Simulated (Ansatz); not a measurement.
## Ca3PbS (model cell, started as antiperovskite): relaxing the cell for a phonon run

Aim: bring Ca3PbS (model cell, started as antiperovskite) to small forces and stress, as phonons need.

Method: DFT LDA, scalar-relativistic, plane waves, PAW; PAW set soft_1, in Ansatz 0.2.0.

The structure was built from a prototype and need not be the compound's stable phase.

## 1. Starting point

Symmetry: Pm-3m, No. 221, cubic system. Conventional cell: a = 5.794 Å, b = 5.794 Å, c = 5.794 Å, α = 90.00°, β = 90.00°, γ = 90.00°. Pb has 12 Ca at 4.10 Å nearest. Nearest to S lie 6 Ca at 2.90 Å. Nearest to Ca lie 2 S at 2.90 Å. Farther neighbours and most contacts between anions are not listed.

Coordinates:

```cif
data_structure
_symmetry_space_group_name_H-M 'Pm-3m'
_symmetry_Int_Tables_number 221
_cell_length_a 5.7936
_cell_length_b 5.7936
_cell_length_c 5.7936
_cell_angle_alpha 90.000
_cell_angle_beta 90.000
_cell_angle_gamma 90.000
_cell_volume 194.47
loop_
_atom_site_label
_atom_site_type_symbol
_atom_site_symmetry_multiplicity
_atom_site_Wyckoff_symbol
_atom_site_fract_x
_atom_site_fract_y
_atom_site_fract_z
_atom_site_occupancy
Pb1 Pb 1 a 0.00000 0.00000 0.00000 1
S1 S 1 b 0.50000 0.50000 0.50000 1
Ca1 Ca 3 c 0.50000 0.50000 0.00000 1
```

## 2. A coarse first look

A quick single point on a coarse mesh tells whether the cell has a gap and how far it is from rest, which sets the k mesh and smearing that follow.

Contents of input.yaml:

```yaml
crystal:
  lattice:
    - [5.7936, 0.0, 0.0]
    - [0.0, 5.7936, 0.0]
    - [0.0, 0.0, 5.7936]
  atoms:
    - { symbol: Pb, position: [0.0, 0.0, 0.0] }
    - { symbol: S, position: [0.5, 0.5, 0.5] }
    - { symbol: Ca, position: [0.5, 0.5, 0.0] }
    - { symbol: Ca, position: [0.5, 0.0, 0.5] }
    - { symbol: Ca, position: [0.0, 0.5, 0.5] }
kpoints:
  mp_grid: { grid: [4, 4, 4] }
hamiltonian:
  xc: lda
  pseudopotentials: { kind: paw, azcp: { folder: soft_1 }, xc_functional: pbe }
scf:
  occupations: { method: gaussian, width: 0.1 }
output:
  forces: true
  stress: true
  eigenvalues: true
```

Started as:

```sh
$ ansatz run input.yaml --threads 8 --pin off --max-ram 16384MiB --backend cpu --events-out ev --progress --plain --runs-dir out
```

Numbers of over 12 decimals in the logs are rounded to 6 here.

The program printed:

```text
Engine: ansatz 0.2.0, x86_64-unknown-linux-gnu
Pseudopotentials: kind: paw
Pseudopotential: Pb, paw, valence charge 14, recommended cutoff 420 eV (normal), soft_1/Pb.paw.azcp
Pseudopotential: S, paw, valence charge 6, recommended cutoff 420 eV (normal), soft_1/S.paw.azcp
Pseudopotential: Ca, paw, valence charge 10, recommended cutoff 420 eV (normal), soft_1/Ca.paw.azcp
Functional definition: SPW92
  exchange = slater_x
[...]
k-point 0: bands = [... 21 lower, 1.2600, 4.4342, 5.3546, 5.3546, 5.3546, 5.3945, 5.3945, 5.6561, ... 1 higher]
  k-point 1: bands = [... 21 lower, 1.2378, 3.5548, 4.9100, 4.9100, 5.3332, 5.6893, 5.7402, 6.4047, ... 1 higher]
  k-point 2: bands = [... 21 lower, 1.2160, 3.0226, 4.7203, 4.7203, 5.7479, 5.8405, 6.2216, 6.8745, ... 1 higher]
  k-point 9: bands = [... 21 lower, 0.4437, 4.0276, 4.0276, 4.0276, 6.0191, 6.0191, 6.0191, 6.8836, ... 1 higher]
[key lines of the parts left out:]
SCF converged after 9 iterations
Free energy (F): -17795.723102 eV
Fermi energy:    5.282609 eV
P = ⅓ Tr σ = -7.2540 GPa (-72.540 kbar)
```

The job ended after 0.83 s (8 threads of Intel Xeon 6975P-C (Granite Rapids), shared host; peak memory 0.59 GiB; 4 s of CPU time).

Numbers from this step:

```yaml
pressure: -7.254 GPa
volume_per_atom: 38.89 Å³
gap_on_the_k_mesh: 0 eV
```

The coarse mesh shows no gap and a pressure of -7.3 GPa.

## 3. Relaxation, k-mesh 6×6×6

The cell and atoms are relaxed, since residual forces and stress would shift the frequencies.

input.yaml: that of step 2 with these lines changed.

```diff
@@ -12,3 +12,3 @@
 kpoints:
-  mp_grid: { grid: [4, 4, 4] }
+  mp_grid: { grid: [6, 6, 6] }
 hamiltonian:
@@ -22 +22,10 @@
   eigenvalues: true
+  write_density: true
+  write_potential: true
+  elf: true
+  volumetric_format: npy
+relax:
+  adjacent_minimum: "off"
+  f_tol: 0.005
+  max_steps: 80
+  cell: { stress_tol: 0.05 }
```

The program printed:

```text
[...]
Crystal: 5 atoms, lattice volume = 194.467 Å³
Basis set: ecut = 420 eV, 3791 PW (Γ)
Bands: 30, of which v1, the nominal top of the filled ones, is band 25 counted from 1 (24 counted from 0)
Symmetry: 48 space group operations
[...]
k-points: 20 of 216
[...]
SCF iter   1: F=—  HF=-17798.352587 eV  |F-HF|=—  |Δ(HF+E_count)|=         —  Δρ=4.19e-2  dr2=9.06e0  ethr=3.10e-3  ⟨swp⟩=12.3  Hψ=3606  notcnv=0
[...]
SCF iter   8: F=-17795.757971 eV  HF=-17795.757971 eV  |F-HF|=2.49e-8  |Δ(HF+E_count)|=   5.21e-8  Δρ=5.46e-6  dr2=9.93e-8  ethr=2.00e-10  ⟨swp⟩=18.6  Hψ=5114  notcnv=0
SCF 1 converged in 8 iterations: F = -17795.757971 eV  dr2 = 9.93e-8
[...]
relax step   1: F+E_penalty+E_count = -17795.75797069 eV  Δ(F+E_penalty+E_count) = +0.000e0 eV  max|allowed force component| = 2.840e-29 eV/Å  Δτ_max = 0.0000 Å  P = -7.253 GPa  Ω = 194.467 Å³  (8 SCF iters, dr2 threshold 1.00e-7 eV, accepted)
Crystal: 5 atoms, lattice volume = 167.390 Å³
Basis set: ecut = 420 eV, 3239 PW (Γ)
[...]
iter 1 solved again at ethr=3.84e-4 eV; its pass at ethr=3.10e-3 eV (dr2=1.92e-1 eV) is discarded
[...]
SCF iter   6: F=-17796.860188 eV  HF=-17796.860189 eV  |F-HF|=1.27e-7  |Δ(HF+E_count)|=   1.30e-8  Δρ=1.36e-5  dr2=4.99e-7  ethr=1.00e-9  ⟨swp⟩=15.6  Hψ=5553  notcnv=0
SCF 2 converged in 6 iterations: F = -17796.860188 eV  dr2 = 4.99e-7
relax step   2: F+E_penalty+E_count = -17796.86018845 eV  Δ(F+E_penalty+E_count) = -1.102e0 eV  max|allowed force component| = 1.407e-29 eV/Å  Δτ_max = 0.0000 Å  P = -5.422 GPa  Ω = 167.390 Å³  energy of the carried Pulay correction = +1.727e-3 eV  (6 SCF iters, dr2 threshold 5.00e-7 eV, accepted)
Crystal: 5 atoms, lattice volume = 142.951 Å³
Basis set: ecut = 420 eV, 2801 PW (Γ)
[...]
SCF iter   6: F=-17797.398710 eV  HF=-17797.398710 eV  |F-HF|=1.76e-9  |Δ(HF+E_count)|=   2.23e-7  Δρ=1.21e-5  dr2=2.33e-7  ethr=1.00e-9  ⟨swp⟩=14.9  Hψ=5513  notcnv=0
SCF 3 converged in 6 iterations: F = -17797.398710 eV  dr2 = 2.33e-7
  Residual-converged pass: ⟨swp⟩=1.1  Hψ=681  notcnv=0  max |occ|·‖R‖ = 7.0e-9 eV (tolerance 1.0e-8 eV)  dr2=2.33e-7  dr2_onsite=2.07e-8  max |Δocc| = 2.1e-13
relax step   3: F+E_penalty+E_count = -17797.39870997 eV  Δ(F+E_penalty+E_count) = -5.385e-1 eV  max|allowed force component| = 7.783e-30 eV/Å  Δτ_max = 0.0000 Å  P = -0.942 GPa  Ω = 142.951 Å³  energy of the carried Pulay correction = +3.525e-3 eV  (6 SCF iters, dr2 threshold 5.00e-7 eV, accepted)
[...]
relax step   4: F+E_penalty+E_count = -17797.40711536 eV  Δ(F+E_penalty+E_count) = -8.405e-3 eV  max|allowed force component| = 1.001e-29 eV/Å  Δτ_max = 0.0000 Å  P = +0.370 GPa  Ω = 138.699 Å³  energy of the carried Pulay correction = +3.865e-3 eV  (5 SCF iters, dr2 threshold 5.00e-7 eV, accepted)
[...]
relax step   5: F+E_penalty+E_count = -17797.40831413 eV  Δ(F+E_penalty+E_count) = -1.199e-3 eV  max|allowed force component| = 8.599e-30 eV/Å  Δτ_max = 0.0000 Å  P = -0.014 GPa  Ω = 139.872 Å³  energy of the carried Pulay correction = +3.770e-3 eV  (5 SCF iters, dr2 threshold 3.42e-7 eV, accepted)
[...]
SCF iter   6: F=-17797.405750 eV  HF=-17797.405750 eV  |F-HF|=3.64e-12  |Δ(HF+E_count)|=  2.18e-11  Δρ=3.93e-8  dr2=3.84e-12  ethr=1.00e-12  ⟨swp⟩=6.5  Hψ=2527  notcnv=0
SCF 6 converged in 6 iterations: F = -17797.405750 eV  dr2 = 3.84e-12
relax step   6: F+E_penalty+E_count = -17797.40574957 eV  Δ(F+E_penalty+E_count) = +2.565e-3 eV  max|allowed force component| = 2.187e-29 eV/Å  Δτ_max = 0.0000 Å  P = -0.021 GPa  Ω = 139.872 Å³  stress off target by 2.11e-2 GPa  SCF on the basis re-selected at this cell (its energy is not comparable with the rows above)  (6 SCF iters)
basis re-selected at this cell: Δ(F+E_penalty+E_count) = +2.565e-3 eV, ΔP = -0.007 GPa vs the last step (what re-selecting the basis moved, of the pressure what is left beyond the Pulay correction that the steps carried, after the strain that the cell walked since its last selection, with what the two solves' SCF thresholds leave and, on support functions, any second-order correction that the steps lacked; it is no measure of the basis error at this ecutwfc). The dense FFT grid was sized anew with the basis: this SCF ran on 36×36×36 points, the steps before it on 40×40×40, so part of this shift can come from that change (see relax.cell in the input reference). [rest of the remark cut]
SCF converged after 6 iterations
Free energy (F): -17797.405750 eV
[...]
Internal energy: -17797.403328 eV  (E = F + TS)
E sigma→0 (E₀):  -17797.404539 eV
Entropy (-TS):   -0.002422 eV (-0.484 meV/atom)
Fermi energy:    8.235884 eV
[...]
--- Stress (GPa, compression-positive) ---
       -0.021069       0.000000      -0.000000
        0.000000      -0.021069       0.000000
       -0.000000       0.000000      -0.021069
  P = ⅓ Tr σ = -0.0211 GPa (-0.211 kbar)
--- Band table (eV; the first three rows and the last of 20) ---
  k-point 0: bands = [... 21 lower, 3.9584, 8.2476, 8.2476, 8.2476, 8.2878, 8.2878, 8.4097, 8.4097, ... 1 higher]
  k-point 1: bands = [... 21 lower, 3.9272, 6.9482, 7.7671, 7.7671, 8.2981, 8.4585, 8.6327, 9.0877, ... 1 higher]
  k-point 2: bands = [... 21 lower, 3.8666, 5.8679, 7.4345, 7.4345, 8.4110, 8.9099, 9.1412, 9.9295, ... 1 higher]
  k-point 19: bands = [... 21 lower, 2.4795, 6.6313, 6.6313, 6.6313, 9.3239, 9.3239, 9.3239, 10.3765, ... 1 higher]
--- Relaxed structure (5 steps of the walk, 5 accepted, 1 SCFs on fresh bases) ---
  F+E_penalty+E_count = -17797.40574957 eV   max|allowed force component| = 2.187e-29 eV/Å   (the final SCF, on the basis selected at the relaxed cell)
  cell:  # Å, volume = 139.8722 Å³
    - [5.190914, 0, 0]
    - [0, 5.190914, 0.0]
    - [0, 0.0, 5.190914]
  atoms:
    - { symbol: Pb, position: [0, 0, 0] }
    - { symbol: S, position: [0.5, 0.5, 0.5] }
    - { symbol: Ca, position: [0.5, 0.5, 0] }
    - { symbol: Ca, position: [0.5, 0, 0.5] }
    - { symbol: Ca, position: [0, 0.5, 0.5] }
```

It took 6.4 s on 8 threads; peak memory 0.68 GiB.

The steps of the relaxation:

| step | energy less that of the first step (eV) | largest force component (eV/Å) | pressure (GPa) | volume (Å³) |
| --- | --- | --- | --- | --- |
| 1 | 0.0000 | 0.0000 | -7.25 | 194.47 |
| 2 | -1.1022 | 0.0000 | -5.42 | 167.39 |
| 3 | -1.6407 | 0.0000 | -0.94 | 142.95 |
| 4 | -1.6491 | 0.0000 | 0.37 | 138.70 |
| 5 | -1.6503 | 0.0000 | -0.01 | 139.87 |
| 6* | -1.6478 | 0.0000 | -0.02 | 139.87 |

Relaxation steps marked * repeat the geometry before them on a plane-wave basis chosen anew for their cell, so energy and pressure can jump there.

Forces are held to the 48 operations that the run works with; a distortion that breaks them can't arise in this run.

| conventional cell, symmetrised | before | after | change |
| --- | --- | --- | --- |
| a (Å) | 5.794 | 5.191 | -10.4 % |
| b (Å) | 5.794 | 5.191 | -10.4 % |
| c (Å) | 5.794 | 5.191 | -10.4 % |
| volume (Å³/atom) | 38.89 | 27.97 | -28.1 % |

This step gave:

```yaml
pressure: -0.02107 GPa
volume_per_atom: 27.97 Å³
```

Valence density in the ac plane at fractional y = 0.500, with atoms of S and Ca within 0.2 Å of it. It is the smooth field of the valence electrons, not physical close to the nuclei.

Ten even steps from '_' (0.0 e/Å³) to '@' (6.5 e/Å³), each cell a mean:
```
__________::##%%==..________
____________::--..__________
____________________________
____________________________
..__________....__________..
**--______........______..==
@@**..____....__....____--%%
%%==..____..........____::##
--..________......________::
____________________________
____________________________
____________....____________
__________..==**--__________
__________--%%@@**..________
```
Columns run along a (5.2 Å), rows up along c (5.2 Å). Atoms in or near the plane, at fractional coordinates: S at (0.50, 0.50), Ca at (0.50, 0.00), Ca at (0.00, 0.50).

ELF in the ac plane at fractional y = 0.500, with atoms of S and Ca within 0.2 Å of it. It is the smooth field of the valence electrons, not physical close to the nuclei.

Values, 14 rows by 14 columns, each cell a mean:
```
0.28 0.25 0.14 0.05 0.30 0.78 0.84 0.82 0.84 0.60 0.12 0.07 0.20 0.27
0.20 0.19 0.12 0.05 0.10 0.46 0.74 0.78 0.65 0.27 0.05 0.07 0.16 0.20
0.07 0.07 0.07 0.06 0.07 0.12 0.24 0.28 0.18 0.09 0.06 0.07 0.07 0.07
0.15 0.08 0.04 0.11 0.31 0.44 0.47 0.48 0.46 0.39 0.22 0.06 0.05 0.12
0.67 0.47 0.13 0.17 0.60 0.80 0.83 0.82 0.82 0.74 0.39 0.09 0.27 0.60
0.84 0.80 0.40 0.21 0.69 0.83 0.61 0.48 0.75 0.82 0.46 0.18 0.65 0.84
0.78 0.84 0.57 0.24 0.72 0.76 0.17 0.02 0.48 0.82 0.48 0.28 0.78 0.82
0.82 0.84 0.51 0.22 0.71 0.80 0.36 0.17 0.61 0.83 0.47 0.24 0.74 0.84
0.81 0.68 0.25 0.19 0.66 0.84 0.80 0.76 0.83 0.80 0.44 0.12 0.46 0.78
0.36 0.21 0.06 0.14 0.47 0.66 0.71 0.72 0.69 0.60 0.31 0.07 0.10 0.30
0.06 0.05 0.05 0.08 0.14 0.19 0.22 0.24 0.21 0.17 0.11 0.06 0.05 0.05
0.14 0.13 0.10 0.05 0.06 0.25 0.51 0.57 0.40 0.13 0.04 0.07 0.12 0.14
0.26 0.23 0.13 0.05 0.21 0.68 0.84 0.84 0.80 0.47 0.08 0.07 0.19 0.25
0.29 0.26 0.14 0.06 0.36 0.81 0.82 0.78 0.84 0.67 0.15 0.07 0.20 0.28
```
Columns run along a (5.2 Å), rows up along c (5.2 Å). Atoms in or near the plane, at fractional coordinates: S at (0.50, 0.50), Ca at (0.50, 0.00), Ca at (0.00, 0.50).

Electrostatic potential energy in the ac plane at fractional y = 0.500, with atoms of S and Ca within 0.2 Å of it. With pseudopotentials it is smooth inside the atoms' cores, unlike the true potential.

Values in eV, 14 rows by 14 columns, each cell a mean:
```
 11  11  10   7  -1 -22 -51 -56 -40 -10   4   8  10  11
 10  10   9   8   3  -7 -22 -27 -15  -1   6   9  10  10
  8   8   9   8   7   3  -1  -2   1   5   7   9   9   8
  3   5   7   8   8   6   4   3   5   7   8   7   6   4
-13  -6   2   6   7   3  -7 -10  -2   5   7   5  -1 -10
-47 -29  -6   4   4 -12 -33 -35 -25  -2   5   1 -15 -40
-57 -47 -13   2   0 -24 -32 -25 -35 -10   3  -2 -27 -56
-56 -39 -10   3   2 -19 -36 -32 -33  -7   4  -1 -22 -51
-28 -15  -1   5   6  -3 -19 -24 -12   3   6   3  -7 -22
 -2   1   5   7   8   6   2   0   4   7   8   7   3  -1
  6   7   8   8   7   5   3   2   4   6   8   8   8   7
 10  10   9   8   5  -1 -10 -13  -6   2   7   9   9  10
 11  11  10   7   1 -15 -39 -47 -29  -6   5   8  10  11
 11  11  10   6  -2 -28 -56 -57 -47 -13   3   8  10  11
```
Columns run along a (5.2 Å; values clipped at the 3rd and 97th percentile), rows up along c (5.2 Å). Atoms in or near the plane, at fractional coordinates: S at (0.50, 0.50), Ca at (0.50, 0.00), Ca at (0.00, 0.50).

In this step the volume went from 38.89 to 27.97 Å³/atom.

## 4. Bringing the structure to rest, k-mesh 8×8×8

The relaxation is repeated from its end, on the mesh and smearing that suit the cell and gap now reached.

input.yaml, the sections that differ from step 3:

```yaml
crystal:
  lattice:
    - [5.1909141566, 0.0, 0.0]
    - [0.0, 5.1909141566, 0.0]
    - [0.0, 0.0, 5.1909141566]
  atoms:
    - { symbol: Pb, position: [0.0, 0.0, 0.0] }
    - { symbol: S, position: [0.5, 0.5, 0.5] }
    - { symbol: Ca, position: [0.5, 0.5, 0.0] }
    - { symbol: Ca, position: [0.5, 0.0, 0.5] }
    - { symbol: Ca, position: [0.0, 0.5, 0.5] }
kpoints:
  mp_grid: { grid: [8, 8, 8] }
output:
  forces: true
  stress: true
  eigenvalues: true
# hamiltonian, scf, relax: as in step 3
```

The program printed:

```text
[...]
Crystal: 5 atoms, lattice volume = 139.872 Å³
Basis set: ecut = 420 eV, 2777 PW (Γ)
Bands: 30, of which v1, the nominal top of the filled ones, is band 25 counted from 1 (24 counted from 0)
[... 1 set-up line as in the run before ...]
[...]
k-points: 35 of 512
[...]
--- Relaxed structure (1 steps of the walk, 1 accepted, 1 SCFs on fresh bases) ---
[...]
cell:  # Å, volume = 139.8722 Å³
    - [5.1909141566, 0.0, 0.0]
    - [0.0, 5.1909141566, 0.0]
    - [0.0, 0.0, 5.1909141566]
  atoms:
    - { symbol: Pb, position: [0.0, 0.0, 0.0] }
    - { symbol: S, position: [0.5, 0.5, 0.5] }
    - { symbol: Ca, position: [0.5, 0.5, 0.0] }
    - { symbol: Ca, position: [0.5, 0.0, 0.5] }
    - { symbol: Ca, position: [0.0, 0.5, 0.5] }
[key lines of the parts left out:]
SCF converged after 4 iterations
Free energy (F): -17797.408754 eV
Fermi energy:    8.211817 eV
P = ⅓ Tr σ = 0.0111 GPa (0.111 kbar)
```

The job ended after 2.9 s (8 threads; peak memory 0.66 GiB).

Little changed from the start: no atom moved by 0.005 Å and no cell edge by 0.1 %.

Numbers from this step:

```
pressure : 0.01110 GPa
```

In this step the volume went from 27.97 to 27.97 Å³/atom.

## 5. Relaxing to small forces for the phonons

Phonons need a cell at rest on their own settings, so the relaxation is repeated with tight tolerances on forces and stress on the k mesh and occupations of the first response run.

input.yaml: that of step 4 with these lines changed.

```diff
@@ -17,3 +17,3 @@
 scf:
-  occupations: { method: gaussian, width: 0.1 }
+  occupations: { method: methfessel_paxton, width: 0.2 }
 output:
@@ -24,4 +24,4 @@
   adjacent_minimum: "off"
-  f_tol: 0.005
-  max_steps: 80
-  cell: { stress_tol: 0.05 }
+  f_tol: 0.001
+  max_steps: 60
+  cell: { stress_tol: 0.01 }
```

The program printed:

```text
[...]
Crystal: 5 atoms, lattice volume = 139.872 Å³
Basis set: ecut = 420 eV, 2777 PW (Γ)
Bands: 30, of which v1, the nominal top of the filled ones, is band 25 counted from 1 (24 counted from 0)
[... 1 set-up line as in the run before ...]
[...]
k-points: 35 of 512
[...]
--- Relaxed structure (1 steps of the walk, 1 accepted, 1 SCFs on fresh bases) ---
[...]
cell:  # Å, volume = 139.8722 Å³
    - [5.1909141566, 0.0, 0.0]
    - [0.0, 5.1909141566, 0.0]
    - [0.0, 0.0, 5.1909141566]
  atoms:
    - { symbol: Pb, position: [0.0, 0.0, 0.0] }
    - { symbol: S, position: [0.5, 0.5, 0.5] }
    - { symbol: Ca, position: [0.5, 0.5, 0.0] }
    - { symbol: Ca, position: [0.5, 0.0, 0.5] }
    - { symbol: Ca, position: [0.0, 0.5, 0.5] }
[key lines of the parts left out:]
SCF converged after 7 iterations
Free energy (F): -17797.406411 eV
Fermi energy:    8.249758 eV
P = ⅓ Tr σ = 0.0018 GPa (0.018 kbar)
```

Run time: 3.2 s. Hardware: 8 threads; peak memory 0.66 GiB.

Little changed from the start: no atom moved by 0.005 Å and no cell edge by 0.1 %.

This step gave:

| Item | Value |
| --- | --- |
| pressure | 0.001817 GPa |
| gap on the k-mesh | 0.02912 eV |
| direct gap on mesh | 0.04464 eV |

The forces vanish by symmetry and the pressure is 0.002 GPa, within the tolerances set. The cell now holds 27.97 Å³/atom.

## 6. Results

```json
{"space group after relaxation (within 0.01 Å)": "Pm-3m", "lattice constant a": "5.191 Å", "lattice constant b": "5.191 Å", "lattice constant c": "5.191 Å", "volume per atom": "28.0 Å³", "gap on the k-mesh": "0.0291 eV"}
```

In words: The forces vanish by symmetry and the pressure is 0.002 GPa, within the tolerances set. The cell now holds 27.97 Å³/atom. The relaxation keeps the symmetry of its start, so it says nothing on stability against lower symmetry. Spin-orbit coupling is left out, which can matter for the heavy elements here. The PAW files were made for PBE and serve the other functionals too. The starting cell was built on a prototype and not taken from a measurement, so the phase need not exist.

[Logs are printed without paths, hosts, clocks, repeated set-up lines and the standing remarks that a program may print on its own settings, such as how far it seeks lower states.]

[Hosts, paths, dates, database ids (printed as entryN), source tags and the programs' standing remarks are cut or masked in the printed files.]
